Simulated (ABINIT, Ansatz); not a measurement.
Planning a run of ABINIT 10.8.3 on RbAsF6 (R-3). The input:

```
acell 3*1.0 Angstrom
rprim 
  3.717458802479 2.146275840312 2.475880428600
  -3.717458802479 2.146275840312 2.475880428600
  0.000000000000 -4.292551680625 2.475880428600
ntypat 3
znucl 37 33 9
natom 8
typat 1 2 3 3 3 3 3 3
xred 
  0.500000000000 0.500000000000 0.500000000000
  0.000000000000 0.000000000000 0.000000000000
  0.077414800000 0.712012140000 0.799611640000
  0.799611640000 0.077414800000 0.712012140000
  0.287987860000 0.200388360000 0.922585200000
  0.200388360000 0.922585200000 0.287987860000
  0.922585200000 0.287987860000 0.200388360000
  0.712012140000 0.799611640000 0.077414800000
pp_dirpath "pseudos"
pseudos "Rb.upf, As.upf, F.upf"
ecut 44
ngkpt 4 4 4
nshiftk 1
shiftk 0 0 0
kptopt 1
chksymbreak 0
nband 45
occopt 1
tolvrs 1e-10
nstep 60
prtwf 0
optforces 0
optstress 0
indata_prefix "in"
outdata_prefix "out"
tmpdata_prefix "tmp"
```

```sh
OMP_NUM_THREADS=1 mpirun -n 4 abinit run.abi > log
```

**Question.** Estimate wall time and host memory on 4 MPI ranks of Arm Neoverse V1, shared host.

It took 2 min; on shared hardware allow 61 s to 4 min. Peak host memory was 0.54 GiB.

[Paths, hosts, dates, memory and timing lines, banners, echoed tables and standing remarks are left out of the program output.]

[Logs are printed without paths, hosts, clocks, repeated set-up lines and the standing remarks that a program may print on its own settings, such as how far it seeks lower states.]

[Runs of the session that timed out or met a known fault of the program may be left out.]

[Hosts, paths, dates, database ids (printed as entryN), source tags and the programs' standing remarks are cut or masked in the printed files.]

[G0W0 gaps are taken among the corrected bands and points alone; a level outside them can change the order at an edge.]

[Where Ansatz stands beside ABINIT at settings called matched, ABINIT's density can come from a denser mesh and the files from another edition; pairs whose starting gaps differed by over 0.03 eV were left out, so agreement reads better than it is.]
